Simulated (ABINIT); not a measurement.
# Beyond one shot: CO2 (P4_2/mnm), part 3 of 3

How far does self-consistency move the gap of CO2 (P4_2/mnm)?

ABINIT 10.8.3; LDA and many-body steps on it, plane waves. Known limits of the many-body steps: not at the basis limit; coarse k mesh.

So far. Step 10 (evGW, cycle 1): Against G0W0 in ABINIT (2×2×2 mesh, 71 bands, screening to 106.1 eV, Godby-Needs plasmon pole), the gap moves by +1.127 eV. Step 13 (evGW, cycle 2): Against the cycle before, the gap moves by +0.067 eV.

## 15. Screening, 2×2×2 mesh, 71 bands, screening to 106.1 eV

This step: RPA screening on LDA from quasiparticle energies, plane waves, norm-conserving pseudopotentials.

Input file run.abi:

```
acell 3*1.0 Angstrom
rprim 
  4.227212790000 0.000000000000 0.000000000000
  0.000000000000 4.227212790000 0.000000000000
  0.000000000000 0.000000000000 4.687771590000
ntypat 2
znucl 6 8
natom 6
typat 1 1 2 2 2 2
xred 
  0.500000000000 0.500000000000 0.500000000000
  0.000000000000 0.000000000000 0.000000000000
  0.304826860000 0.695173140000 0.500000000000
  0.695173140000 0.304826860000 0.500000000000
  0.195173140000 0.195173140000 0.000000000000
  0.804826860000 0.804826860000 0.000000000000
pp_dirpath "pseudos"
pseudos "C.upf, O.upf"
ecut 37
ngkpt 2 2 2
nshiftk 1
shiftk 0 0 0
kptopt 1
chksymbreak 0
istwfk *1
occopt 1
irdwfk 1
optdriver 3
nband 71
ecuteps 3.9
inclvkb 2
awtr 1
symchi 1
irdqps 1
gwcalctyp 10
nqptdm 5
qptdm 
  0.5000000000 0.0000000000 0.0000000000
  0.5000000000 0.5000000000 0.0000000000
  0.0000000000 0.0000000000 0.5000000000
  0.5000000000 0.0000000000 0.5000000000
  0.5000000000 0.5000000000 0.5000000000
indata_prefix "in"
outdata_prefix "out"
tmpdata_prefix "tmp"
```

Input file mrgscr.stdin:

```
2
merged
q0_SCR
out_SCR
1
```

Launch:

```bash
OMP_NUM_THREADS=1 mpirun -n 8 abinit run.abi > log; mrgscr < mrgscr.stdin
```

Numbers of over 12 decimals in the logs are rounded to 6 here.

Output:

```text
.Version 10.8.3 of ABINIT. v10.8.2 released Aug 2026.

 Symmetries : space group P4_2/m n m (#136); Bravais tP (primitive tetrag.)
[... echo of the input left out ...]
== DATASET  1 ==================================================================
-   mpi_nproc: 8, omp_nthreads: 1 (-1 if OMP is not activated)

--- !DatasetInfo
iteration_state: {dtset: 1, }
dimensions: {natom: 6, nkpt: 6, mband: 71, nsppol: 1, nspinor: 1, nspden: 1, mpw: 6088, }
cutoff_energies: {ecut:  37.0, pawecutdg:  -1.0, }
[...]
q-point number  1        q = ( 0.500000, 0.000000, 0.000000) [r.l.u.]
--------------------------------------------------------------------------------
[... chi0 elements left out ...]
  Average fulfillment of the sum rule on Im[epsilon] for q-point    2 :     64.67  [%]

--------------------------------------------------------------------------------
  q-point number  2        q = ( 0.500000, 0.500000, 0.000000) [r.l.u.]
--------------------------------------------------------------------------------
[... chi0 elements left out ...]
  Average fulfillment of the sum rule on Im[epsilon] for q-point    3 :     60.46  [%]

 [... 3 further q-points ...]
```

Wall time 3.4 s (8 MPI ranks of Arm Neoverse V2, shared host); peak memory 1.2 GiB; 26 s of CPU time.

Numbers from this step:

| Quantity | Value |
| --- | --- |
| plasma frequency | 22.95 eV |
| plane waves in the screening matrix | 211 |

This screening reads the quasiparticle levels of the cycle before.

## 16. evGW, cycle 3

This step: evGW on LDA, plane waves, norm-conserving pseudopotentials.

Changes to run.abi since step 15:

```diff
@@ -27,12 +27,10 @@
 irdwfk 1
-optdriver 3
+optdriver 4
 nband 71
-ecuteps 3.9
-inclvkb 2
-awtr 1
-symchi 1
-irdqps 1
 gwcalctyp 10
-nqptdm 5
-qptdm 
+ecutsigx 37
+symsigma 1
+nkptgw 6
+kptgw 
+  0.0000000000 0.0000000000 0.0000000000
   0.5000000000 0.0000000000 0.0000000000
@@ -42,2 +40,13 @@
   0.5000000000 0.5000000000 0.5000000000
+bdgw 
+  5 22
+  5 22
+  5 22
+  5 22
+  5 22
+  5 22
+ecuteps 3.9
+irdscr 1
+ppmodel 1
+irdqps 1
 indata_prefix "in"
```

Launch:

```bash
OMP_NUM_THREADS=1 mpirun -n 8 abinit run.abi > log
```

Output:

```text
.Version 10.8.3 of ABINIT. v10.8.2 released Aug 2026.

 Symmetries : space group P4_2/m n m (#136); Bravais tP (primitive tetrag.)
[... echo of the input left out ...]
== DATASET  1 ==================================================================
-   mpi_nproc: 8, omp_nthreads: 1 (-1 if OMP is not activated)

--- !DatasetInfo
iteration_state: {dtset: 1, }
dimensions: {natom: 6, nkpt: 6, mband: 71, nsppol: 1, nspinor: 1, nspden: 1, mpw: 6088, }
cutoff_energies: {ecut:  37.0, pawecutdg:  -1.0, }
[...]
.  kptgw no:  4; Maximum DeltaE = (  -0.003   0.001) for band index:  5
.  kptgw no:  5; Maximum DeltaE = (   0.001  -0.000) for band index:  1
.  kptgw no:  6; Maximum DeltaE = (   0.002  -0.000) for band index:  1

== END DATASET(S) ==============================================================
================================================================================

 -outvars: echo values of variables after computation  --------
           etotal      0.0000000000E+00
            nband          71
             nkpt           6
          spgroup         136
 [... the other variables as echoed above ...]

 Calculation completed.
```

The job ended after 19 s (8 MPI ranks; peak memory 2.3 GiB).

Numbers from this step:

```
quasiparticle gap on the mesh                         : 11.34 eV
gap of the density functional on the mesh             : 6.325 eV
k of the valence top                                  : 0.5, 0.5, 0.5
k of the conduction bottom                            : 0, 0, 0
least direct quasiparticle gap on the computed points : 11.91 eV
```

Against the cycle before, the gap moves by +0.004 eV.

## 17. Side by side

Times are wall times on 8 MPI ranks of Arm Neoverse V2, shared host, good to a factor of about two. A run's time includes the screening step that it read.

| run | mesh | bands | screening cutoff (eV) | DFT gap (eV) | gap on the mesh (eV) | direct (eV) | ε∞ used | time |
| --- | --- | --- | --- | --- | --- | --- | --- | --- |
| G0W0 | 2×2×2 | 71 | 106.1 | 6.325 | 10.137 | 10.693 | 1.88 | 8.9 s |
| evGW0, cycle 1 | 2×2×2 | 71 | 106.1 | 6.325 | 10.747 | 11.314 | 1.88 | 24 s |
| evGW0, cycle 2 | 2×2×2 | 71 | 106.1 | 6.325 | 10.535 | 11.094 | 1.88 | 25 s |
| evGW0, cycle 3 | 2×2×2 | 71 | 106.1 | 6.325 | 10.544 | 11.102 | 1.88 | 25 s |
| evGW, cycle 1 | 2×2×2 | 71 | 106.1 | 6.325 | 11.264 | 11.835 | 1.66 | 27 s |
| evGW, cycle 2 | 2×2×2 | 71 | 106.1 | 6.325 | 11.331 | 11.902 | 1.64 | 28 s |
| evGW, cycle 3 | 2×2×2 | 71 | 106.1 | 6.325 | 11.335 | 11.906 | 1.64 | 27 s |

## 18. Summary of results

* G0W0: 10.137 eV
* evGW0, cycle 1: 10.747 eV
* evGW0, cycle 2: 10.535 eV
* evGW0, cycle 3: 10.544 eV
* evGW, cycle 1: 11.264 eV
* evGW, cycle 2: 11.331 eV
* evGW, cycle 3: 11.335 eV
* known limits: not at the basis limit; coarse k mesh

**Reading.** Only the bands that the input lists are updated; the others, empty or deep, keep the functional's energies or take a rigid shift. The evGW loop starts from the last levels of evGW0, so its cycles and time come on top of those. evGW0 ends at 10.54 eV, +0.41 eV from G0W0, after 3 cycles that took 55 s beside the first screening; the last moved the gap by 0.009 eV. evGW ends at 11.34 eV, +1.20 eV from G0W0, after 3 cycles that took 82 s beside the first screening; the last moved the gap by 0.004 eV. The first cycle of evGW0 takes the full correction, without the factor Z, so it overshoots the one-shot value. Bands and cutoff are finite, so the gap is not at the basis limit. The miss can reach some tenths of an eV and take either sign; the mesh is an error of its own. The 2×2×2 mesh is coarse for this cell, which bears on the long-range parts of exchange and screening. In the updated screening the q = 0 part is built from Kohn-Sham bands under a rigid shift, the other q from the quasiparticle levels.

[Paths, hosts, dates, memory and timing lines, banners, echoed tables and standing remarks are left out of the program output.]

[Logs are printed without paths, hosts, clocks, repeated set-up lines and the standing remarks that a program may print on its own settings, such as how far it seeks lower states.]

[Runs of the session that timed out or met a known fault of the program may be left out.]

[Hosts, paths, dates, database ids (printed as entryN), source tags and the programs' standing remarks are cut or masked in the printed files.]

[G0W0 gaps are taken among the corrected bands and points alone; a level outside them can change the order at an edge.]

[Where Ansatz stands beside ABINIT at settings called matched, ABINIT's density can come from a denser mesh and the files from another edition; pairs whose starting gaps differed by over 0.03 eV were left out, so agreement reads better than it is.]
